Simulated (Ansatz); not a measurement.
An input for Ansatz 0.2.0 (Ga2S3 (Imm2)):

```yaml
crystal:
  lattice:
    - [-1.83633776, 5.57061928, 2.67305246]
    - [1.83633776, -5.57061928, 2.67305246]
    - [1.83633776, 5.57061928, -2.67305246]
  atoms:
    - { symbol: Ga, position: [0.16642079, 0.00736566, 0.15905513] }
    - { symbol: Ga, position: [0.84831053, 0.00736566, 0.84094487] }
    - { symbol: S, position: [0.90747666, 0.24172383, 0.66575283] }
    - { symbol: S, position: [0.575971, 0.24172383, 0.33424717] }
    - { symbol: S, position: [0.25182003, 0.25182003, 0.0] }
kpoints:
  mp_grid: { grid: [4, 4, 4] }
hamiltonian:
  xc: lda
  pseudopotentials: { kind: paw, azcp: { folder: soft_1 }, xc_functional: pbe }
scf:
  occupations: { method: fixed }
gw:
  n_empty_bands: 1290
  ecut_chi: 100
  qp_bands: [v2, c2]
  qp_kpoints: band_edges
  screening: { model: contour_deformation }
```

```sh
ansatz run input.yaml --threads 2 --pin off --max-ram 92160MiB --backend cuda --events-out ev --progress --plain --runs-dir out --devices 1 --max-vram 13GiB
```

Question: Estimate wall time and host memory on 1 × NVIDIA H100 80GB HBM3 (shared by 6 runs) with 2 threads of AMD EPYC 7R13 (Zen 3), shared host.

It took 2.7 min; on shared hardware allow 80 s to 5.4 min. Peak host memory was 3.4 GiB. The sizes that set the cost: 2133 plane waves a state, 18 irreducible k points, 1312 bands summed, 239 plane waves in the screening and 9 SCF cycles.

The screening grows as filled bands × empty bands × pairs of k points, times the square of the screening basis for the matrix.

[Paths, hosts, dates, memory and timing lines, banners, echoed tables and standing remarks are left out of the program output.]

[Logs are printed without paths, hosts, clocks, repeated set-up lines and the standing remarks that a program may print on its own settings, such as how far it seeks lower states.]

[Runs of the session that timed out or met a known fault of the program may be left out.]

[Cells called generated may have been cut or substituted from an entry of the Crystallography Open Database or the Materials Project.]

[Hosts, paths, dates, database ids (printed as entryN), source tags and the programs' standing remarks are cut or masked in the printed files.]
